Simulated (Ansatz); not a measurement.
# Ti2NF2 monolayer: relaxing the cell for a phonon run, part 2 of 2

Aim: bring Ti2NF2 monolayer to small forces and stress, as phonons need.

Ansatz 0.2.0; DFT PBE, scalar-relativistic, plane waves, PAW; PAW set soft_1.

So far. Step 2 (A coarse first look): The coarse mesh shows no gap.

## (5) Tight relaxation

Phonons need a cell at rest on their own settings, so the relaxation is repeated with tight tolerances on forces and stress, using the mesh and the filling of the phonon run that follows.

File input.yaml:

```yaml
crystal:
  lattice:
    - [3.0607930708, 0.0, 0.0]
    - [-1.5303965354, 2.650724555, 0.0]
    - [0.0, 0.0, 33.2]
  atoms:
    - { symbol: "N", position: [0.0, 0.0, 0.3012048193] }
    - { symbol: Ti, position: [0.3333333333, 0.6666666667, 0.333310044] }
    - { symbol: Ti, position: [0.6666666667, 0.3333333333, 0.2690995945] }
    - { symbol: F, position: [0.6666666667, 0.3333333333, 0.370892728] }
    - { symbol: F, position: [0.3333333333, 0.6666666667, 0.2315169106] }
  periodic: [true, true, false]
kpoints:
  mp_grid: { grid: [18, 18, 1] }
hamiltonian:
  xc: pbe
  pseudopotentials: { kind: paw, azcp: { folder: soft_1 } }
scf:
  occupations: { method: methfessel_paxton, width: 0.2 }
output:
  forces: true
  stress: true
  eigenvalues: true
  write_density: true
  write_potential: true
  elf: true
  volumetric_format: npy
relax:
  adjacent_minimum: "off"
  f_tol: 0.001
  max_steps: 60
  cell: { stress_2d_tol: 0.002 }
```

On the command line:

```sh
ansatz run input.yaml --threads 4 --pin off --max-ram 16384MiB --backend cpu --events-out ev --progress --plain --runs-dir out
```

Numbers of over 12 decimals in the logs are rounded to 6 here.

Output:

```text
[...]
Crystal: 5 atoms, lattice volume = 269.362 Å³
Basis set: ecut = 420 eV, 5235 PW (Γ), exchange–correlation on 48×48×450 points (8 copies of the dense FFT grid, shifted against one another)
Bands: 27, of which v1, the nominal top of the filled ones, is band 22 counted from 1 (21 counted from 0)
Symmetry: 12 space group operations
[...]
k-points: 37 of 324
[...]
cell:  # Å, volume = 269.2683 Å³
    - [3.060259, 0.0, 0]
    - [-1.530130, 2.650262, 0]
    - [0, 0, 33.2]
  atoms:
    - { symbol: N, position: [0, 0, 0.30120481928] }
    - { symbol: Ti, position: [0.333333, 0.666667, 0.333319] }
    - { symbol: Ti, position: [0.666667, 0.333333, 0.269090] }
    - { symbol: F, position: [0.666667, 0.333333, 0.370911] }
    - { symbol: F, position: [0.333333, 0.666667, 0.231499] }
[key lines of the parts left out:]
SCF converged after 7 iterations
Free energy (F): -7006.928738 eV
Fermi energy:    -4.460136 eV
P = ½ c Tr σ = -0.0014 N/m
```

Elapsed: 27 s, on 4 threads of Arm Neoverse V1, shared host; peak memory 0.74 GiB; 1.7 min of CPU time.

Little changed from the start: no atom moved by 0.005 Å and no cell edge by 0.1 %.

This step gave:

| Property | Result |
| --- | --- |
| area per atom | 1.622 Å² |

Electrostatic potential energy in the ac plane at fractional y = 0.333, with atoms of Ti and F within 0.2 Å of it. With pseudopotentials it is smooth inside the atoms' cores, unlike the true potential.

Ten even steps from '0' (-32 eV) to '9' (0 eV), each cell a mean:
```
9999999999999999
9999999999999999
9999999999999999
9999999999999999
9999999999999999
9999999999999999
9999999999999999
9999999999999999
9999999999999999
9999999999999999
9999999999999999
9999999999999999
9999999999999999
9999999999999999
9999999865555689
6655567654444467
7665667766666677
6788764100000002
8999988877777788
9999999999999999
9999999999999999
9999999999999999
9999999999999999
9999999999999999
```
Columns run along a (3.1 Å; values clipped at the 3rd and 97th percentile), rows up along c (33.2 Å). Atoms in or near the plane, at fractional coordinates: Ti at (0.67, 0.27), F at (0.67, 0.37).

Valence density in the ac plane at fractional y = 0.333, with atoms of Ti and F within 0.2 Å of it. It is the smooth field of the valence electrons, not physical close to the nuclei.

Ten steps, logarithmic in the rise over the least value, from '0' (0.00 × 1e0 e/Å³) to '9' (7.61 × 1e0 e/Å³), each cell a mean:
```
0000000000000000
0000000000000000
0000000000000000
0000000000000000
0000000000000000
0000000000000000
0000000000000000
0000000000000000
0000000000000000
0000000000000000
0000000000000000
0000000000000000
0000000000000000
0000000000000000
1000012357887642
3333333467888643
4444443333443333
3333334689999864
2333322222222212
0000000000000000
0000000000000000
0000000000000000
0000000000000000
0000000000000000
```
Columns run along a (3.1 Å), rows up along c (33.2 Å). Atoms in or near the plane, at fractional coordinates: Ti at (0.67, 0.27), F at (0.67, 0.37).

ELF in the ac plane at fractional y = 0.333, with atoms of Ti and F within 0.2 Å of it. It is the smooth field of the valence electrons, not physical close to the nuclei.

Ten even steps from '_' (0.00) to '@' (0.69), each cell a mean:
```
________________________________
________________________________
________________________________
________________________________
________________________________
________________________________
________________________________
________________________________
________________________________
________________________________
________________________________
________________________________
________________________________
________________________________
--________::++##%%@@@@@@@@%%##++
::....::..::--++############**==
==++****++++----::::------::----
..::--==--..::++%%@@@@@@@@@@**--
==**####**++--..__........__..::
______..________________________
________________________________
________________________________
________________________________
________________________________
```
Columns run along a (3.1 Å), rows up along c (33.2 Å). Atoms in or near the plane, at fractional coordinates: Ti at (0.67, 0.27), F at (0.67, 0.37).

The largest force component left is 0.037 meV/Å, within the tolerances set.

## (6) Results

```json
{"space group after relaxation (within 0.01 Å)": "P-3m1", "lattice constant a": "3.060 Å", "lattice constant b": "3.060 Å", "area per atom": "1.62 Å²"}
```

The largest force component left is 0.037 meV/Å, within the tolerances set. The relaxation keeps the symmetry of its start, so it says nothing on stability against lower symmetry. The runs are without spin polarisation, although the cell has an odd electron count. The starting cell was built on a prototype and not taken from a measurement.

[Logs are printed without paths, hosts, clocks, repeated set-up lines and the standing remarks that a program may print on its own settings, such as how far it seeks lower states.]

[Hosts, paths, dates, database ids (printed as entryN), source tags and the programs' standing remarks are cut or masked in the printed files.]
